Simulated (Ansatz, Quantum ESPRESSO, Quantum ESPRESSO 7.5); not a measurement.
**In2STe, 1 layer: biaxial strain by an ASE script**

Wanted: deformation of the bands of In2STe, 1 layer, driven from Python.

Program: Quantum ESPRESSO 7.5. Level of theory: plane-wave DFT, PBE, GBRV ultrasoft pseudopotentials (geometry by Ansatz 0.2.0 with PAW datasets; geometry under PBE). Results are calculated unless marked as measured.

This is a report of a sequence of runs, with most program output left out.

### 1. Starting point

The cell holds 4 atoms: 1 Te, 2 In and 1 S. Cell: a = 4.157 Å, b = 4.157 Å, c = 20.038 Å, α = 90.0°, β = 90.0°, γ = 120.0°. It derives from In2STe. Vacuum lies along c.

Coordinates:

```cif
data_structure
_symmetry_space_group_name_H-M 'P 1'
_symmetry_Int_Tables_number 1
_cell_length_a 4.1574
_cell_length_b 4.1574
_cell_length_c 20.0382
_cell_angle_alpha 90.000
_cell_angle_beta 90.000
_cell_angle_gamma 120.000
_cell_volume 299.94
loop_
_atom_site_label
_atom_site_type_symbol
_atom_site_fract_x
_atom_site_fract_y
_atom_site_fract_z
_atom_site_occupancy
Te1 Te 0.33333 0.66667 0.37428 1
In2 In 0.00000 0.00000 0.44910 1
In3 In 0.00000 0.00000 0.59083 1
S4 S 0.33333 0.66667 0.62572 1
```

### 2. Relaxation with Ansatz

A relaxation in Ansatz fixes the structure of this slab for the runs on it.

input.yaml reads:

```yaml
crystal:
  lattice:
    - [4.1574, 0.0, 0.0]
    - [-2.0787, 3.6004140137, 0.0]
    - [0.0, 0.0, 20.0382444634]
  atoms:
    - { symbol: Te, position: [0.3333333333, 0.6666666667, 0.3742842849] }
    - { symbol: In, position: [0.0, 0.0, 0.4491007928] }
    - { symbol: In, position: [0.0, 0.0, 0.5908297754] }
    - { symbol: S, position: [0.3333333333, 0.6666666667, 0.6257157151] }
kpoints:
  mp_grid: { grid: [6, 6, 1] }
hamiltonian:
  xc: pbe
scf:
  occupations: { method: fermi_dirac, width: 0.05 }
  convergence: { dr2_threshold: 1.0e-08 }
efield:
  axis: 3
  dipole_correction: true
  ramp_position: 0.97
  ramp_width: 0.04
relax:
  f_tol: 0.01
  cell: { fix: [c, alpha, beta] }
output:
  write_potential: true
  write_density: true
  volumetric_format: npy
```

Run with:

```bash
> ansatz run input.yaml --threads 4 --pin off --max-ram 8192MiB --backend cpu --events-out ev --progress --plain --runs-dir out
```

The job ended after 8 s (4 threads of Arm Neoverse V2, shared host; peak memory 0.61 GiB).

The steps of the relaxation:

```tsv
step	energy less that of the first step (eV)	largest force component (eV/Å)	pressure (GPa)	volume (Å³)
1	0.0000	1.2355	1.14	299.94
2	-0.2208	0.1439	0.07	304.82
3	-0.2233	0.1674	-0.25	301.33
4	-0.2283	0.0113	-0.05	301.68
5	-0.2285	0.0068	-0.01	301.06
6*	-0.2286	0.0068	-0.01	301.06
```

Relaxation steps marked * repeat the geometry before them on a plane-wave basis chosen anew for their cell, so energy and pressure can jump there.

Forces are held to the 6 operations that the run works with; a distortion that breaks them can't arise in this run.

```tsv
cell as run	before	after	change
a (Å)	4.157	4.165	+0.2 %
b (Å)	4.157	4.165	+0.2 %
```

The atoms that moved most (Å, along periodic axes as changes of fractional coordinates times the final cell, across vacuum about the mean position):

```tsv
atom	dx	dy	dz	length
S4	0.000	0.000	0.241	0.241
In3	0.000	0.000	-0.091	0.091
In2	0.000	0.000	-0.077	0.077
Te1	0.000	0.000	-0.073	0.073
```

Final coordinates:

```xyz
4
Lattice="4.1652 0.0000 0.0000 -2.0826 3.6071 0.0000 0.0000 0.0000 20.0382" Properties=species:S:1:pos:R:3
Te    0.0000    2.4048    7.4272
In    0.0000    0.0000    8.9227
In    0.0000    0.0000   11.7477
S     0.0000    2.4048   12.7791
```

Read from the output:

- free energy: -19079.2734 eV
- Fermi energy: -0.09815 eV
- gap by band count: 0.8966 eV
- symmetry operations: 6
- dipole along the normal: -0.04310 e·Å
- vacuum level at the upper face over a Fermi level inside the gap: 5.294 eV
- vacuum level at the lower face over a Fermi level inside the gap: 4.775 eV

### 3. The script

Under ESM bc1 levels count from the vacuum, or from the mean of the two vacuum levels where the sheet has a dipole, so band edges at unlike strains can be compared.

Level of this step: plane-wave DFT, PBE, GBRV ultrasoft pseudopotentials (Quantum ESPRESSO 7.5).

run.py reads:

```python
import json
import numpy as np
from ase import Atoms
from ase.calculators.espresso import Espresso, EspressoProfile

profile = EspressoProfile(command='mpirun -n 4 pw.x -nk 4', pseudo_dir='../pseudo')
pseudopotentials = {'In': 'in_pbe_v1.4.uspp.F.UPF', 'S': 's_pbe_v1.4.uspp.F.UPF', 'Te': 'te_pbe_v1.uspp.F.UPF'}
system = {'ecutwfc': 40, 'ecutrho': 200, 'occupations': 'smearing', 'smearing': 'fd', 'degauss': 0.002}


def calculator(name, kpts, **extra):
    data = dict(control=dict(tprnfor=True, verbosity='high', disk_io='none'),
                system=system | extra,
                electrons=dict(conv_thr=1e-09, mixing_beta=0.4, mixing_mode='plain',
                               electron_maxstep=100))
    return Espresso(profile=profile, directory=name, pseudopotentials=pseudopotentials, kpts=kpts, input_data=data)


def centre(atoms):
    z = atoms.positions[:, 2]
    atoms.positions[:, 2] -= (z.max() + z.min()) / 2  # ESM wants the slab about z = 0
    return atoms

sheet = Atoms(
    ['Te', 'In', 'In', 'S'],
    scaled_positions=[
        [0.3333333333, 0.6666666667, 0.3706505651],
        [0.0000000000, 0.0000000000, 0.4452817398],
        [0.0000000000, 0.0000000000, 0.5862639162],
        [0.3333333333, 0.6666666667, 0.6377343472]],
    cell=[
        [4.165153995101, 0.000000000000, 0.000000000000],
        [-2.082576997551, 3.607129170432, 0.000000000000],
        [0.000000000000, 0.000000000000, 20.038244463400]],
    pbc=True)

rows = []
for strain in [-0.03, -0.015, 0.0, 0.015, 0.03]:
    atoms = sheet.copy()
    atoms.set_cell(sheet.cell.array * [[1 + strain], [1 + strain], [1]], scale_atoms=True)
    atoms = centre(atoms)
    atoms.calc = calculator(f's{strain:+.3f}', (12, 12, 1), assume_isolated='esm', esm_bc='bc1', nbnd=23)
    energy = atoms.get_potential_energy()
    levels = np.array([atoms.calc.get_eigenvalues(kpt=i) for i in range(len(atoms.calc.get_ibz_k_points()))])
    top, bottom = levels[:, 18].max(), levels[:, 19].min()
    direct = (levels[:, 19] - levels[:, 18]).min()
    rows.append([strain, energy, top, bottom, direct])
    print(f'strain {strain:+.3f}: E = {energy:.5f} eV, valence top {top:.3f}, conduction bottom {bottom:.3f}, '
          f'gap {bottom - top:.3f}, least direct gap {direct:.3f} eV')

x, energy, top, bottom, direct = np.array(rows).T
area = np.linalg.norm(np.cross(*sheet.cell[:2]))
stiffness = np.polyfit(x, energy, 2)[0] / area * 16.0218  # C11 + C12, heights clamped
print(f'valence and conduction edges move by {np.polyfit(x, top, 1)[0]:.2f} and {np.polyfit(x, bottom, 1)[0]:.2f} eV per unit biaxial strain')
print(f'C11 + C12 with clamped heights: {stiffness:.1f} N/m')
json.dump(dict(rows=rows, stiffness=stiffness), open('result.json', 'w'))
```

Run with:

```bash
> OMP_NUM_THREADS=1 python run.py
```

Run time: 4.7 min. Hardware: 4 MPI ranks; peak memory 0.91 GiB; 19 min of CPU time.

Numbers from this step:

* biaxial stiffness: 92.81 N/m

Band edge from the vacuum level against biaxial strain:

```tsv
biaxial strain (%)	valence top (eV)	conduction bottom (eV)
-3.00	-5.20	-4.36
-1.50	-5.36	-4.49
0.00	-5.51	-4.61
1.50	-5.64	-4.73
3.00	-5.76	-4.84
```

The gap by biaxial strain:

```tsv
biaxial strain (%)	on the mesh (eV)	least direct (eV)
-3.00	0.845	0.845
-1.50	0.872	0.872
0.00	0.893	0.893
1.50	0.908	0.908
3.00	0.917	0.917
```

Energy over the lowest against biaxial strain:

```tsv
biaxial strain (%)	energy over the lowest (meV)
-3.00	78.4
-1.50	17.0
0.00	0
1.50	21.9
3.00	78.1
```

### 4. The script: PBE, SSSP efficiency

Level of this step: plane-wave DFT, PBE, SSSP efficiency pseudopotentials (Quantum ESPRESSO 7.5).

run.py is the input of step 3 with these lines changed:

```diff
@@ -6,4 +6,4 @@
 profile = EspressoProfile(command='mpirun -n 4 pw.x -nk 4', pseudo_dir='../pseudo')
-pseudopotentials = {'In': 'in_pbe_v1.4.uspp.F.UPF', 'S': 's_pbe_v1.4.uspp.F.UPF', 'Te': 'te_pbe_v1.uspp.F.UPF'}
-system = {'ecutwfc': 40, 'ecutrho': 200, 'occupations': 'smearing', 'smearing': 'fd', 'degauss': 0.002}
+pseudopotentials = {'In': 'In.pbe-dn-rrkjus_psl.0.2.2.UPF', 'S': 's_pbe_v1.4.uspp.F.UPF', 'Te': 'Te_pbe_v1.uspp.F.UPF'}
+system = {'ecutwfc': 45, 'ecutrho': 360, 'occupations': 'smearing', 'smearing': 'fd', 'degauss': 0.002}
```

Run with:

```bash
> OMP_NUM_THREADS=1 python run.py
```

Elapsed: 7.5 min, on 4 MPI ranks; peak memory 1.5 GiB; 30 min of CPU time.

Read from the output:

```
biaxial stiffness : 93.83 N/m
```

Table of band edge from the vacuum level by biaxial strain:

```tsv
biaxial strain (%)	valence top (eV)	conduction bottom (eV)
-3.00	-5.20	-4.35
-1.50	-5.36	-4.48
0.00	-5.50	-4.61
1.50	-5.63	-4.73
3.00	-5.75	-4.84
```

Table of gap by biaxial strain:

```tsv
biaxial strain (%)	on the mesh (eV)	least direct (eV)
-3.00	0.846	0.846
-1.50	0.872	0.872
0.00	0.893	0.893
1.50	0.909	0.909
3.00	0.918	0.918
```

Table of energy over the lowest by biaxial strain:

```tsv
biaxial strain (%)	energy over the lowest (meV)
-3.00	85.0
-1.50	20.0
0.00	0
1.50	19.4
3.00	73.3
```

### 5. Running the series, with ecutwcf = 40

One more run, with a changed input.

Level of this step: plane-wave DFT, PBE, GBRV ultrasoft pseudopotentials (Quantum ESPRESSO 7.5).

run.py is the input of step 3 with these lines changed:

```diff
@@ -7,3 +7,3 @@
 pseudopotentials = {'In': 'in_pbe_v1.4.uspp.F.UPF', 'S': 's_pbe_v1.4.uspp.F.UPF', 'Te': 'te_pbe_v1.uspp.F.UPF'}
-system = {'ecutwfc': 40, 'ecutrho': 200, 'occupations': 'smearing', 'smearing': 'fd', 'degauss': 0.002}
+system = {'ecutwfc': 40, 'ecutrho': 200, 'occupations': 'smearing', 'smearing': 'fd', 'degauss': 0.002, 'ecutwcf': 40}
 
@@ -14,3 +14,3 @@
                 electrons=dict(conv_thr=1e-09, mixing_beta=0.4, mixing_mode='plain',
-                               electron_maxstep=100))
+                               electron_maxstep=60))
     return Espresso(profile=profile, directory=name, pseudopotentials=pseudopotentials, kpts=kpts, input_data=data)
@@ -37,3 +37,3 @@
 rows = []
-for strain in [-0.03, -0.015, 0.0, 0.015, 0.03]:
+for strain in [-0.03, -0.015, 0.0]:
     atoms = sheet.copy()
```

Run with:

```bash
> OMP_NUM_THREADS=1 python run.py
```

Elapsed: 1 s, on 4 MPI ranks; peak memory 0.33 GiB.

The input was rejected at the start.

A key was misspelt on purpose.

The namelist reader stops at a key that the namelist doesn't hold; the line has to be put right or, where the proper key already stands in the input, deleted.

### 6. By hand

Under equal strain ε in the plane, E = A (C11 + C12) ε². From the points at ±1.5 %: d²E/dε² = (16.95 + 21.88 − 2 × 0.00) meV / 0.015² = 173 eV, and 173/(2 × 15.024 Å²) × 16.02 = 92 N/m.

### 7. Summary of results

```yaml
c11_c12_heights_clamped_pbe_gbrv_ultrasoft: 93 N/m
gap_on_the_mesh_at_zero_strain_pbe_gbrv_ultrasoft: 0.89 eV
valence_top_below_the_mean_of_the_two_vacuum_levels_at_zero_strain_pbe_gbrv_ultrasoft: 5.51 eV
shift_of_the_valence_top_per_unit_biaxial_strain_pbe_gbrv_ultrasoft: -9.2 eV
shift_of_the_conduction_bottom_per_unit_biaxial_strain_pbe_gbrv_ultrasoft: -8.0 eV
c11_c12_heights_clamped_pbe_sssp_efficiency: 94 N/m
gap_on_the_mesh_at_zero_strain_pbe_sssp_efficiency: 0.89 eV
valence_top_below_the_mean_of_the_two_vacuum_levels_at_zero_strain_pbe_sssp_efficiency: 5.50 eV
shift_of_the_valence_top_per_unit_biaxial_strain_pbe_sssp_efficiency: -9.3 eV
shift_of_the_conduction_bottom_per_unit_biaxial_strain_pbe_sssp_efficiency: -8.1 eV
```

**Reading.** The sheet's biaxial stiffness comes to 93 N/m and its gap at zero strain to 0.89 eV (PBE, GBRV ultrasoft). From −3 % to +3 % the gap on the mesh goes from 0.84 to 0.92 eV; it is direct at every strain. Heights are clamped under strain, which makes a sheet with several atomic planes too stiff. Semilocal gaps are too small. The sheet carries a dipole, so the two faces have unlike vacuum levels and the zero lies between them. Spin-orbit coupling is left out; depending on the atoms that carry the levels of interest, it can split and shift them by tens to hundreds of meV.

[Logs are printed without paths, hosts, clocks, repeated set-up lines and the standing remarks that a program may print on its own settings, such as how far it seeks lower states.]

[Hosts, paths, dates, database ids (printed as entryN), source tags and the programs' standing remarks are cut or masked in the printed files.]

[Maps of the electrostatic potential energy from Ansatz leave out the sawtooth potential of an applied field or a dipole correction, so their vacuum need not be flat; planar profiles and work functions include it.]
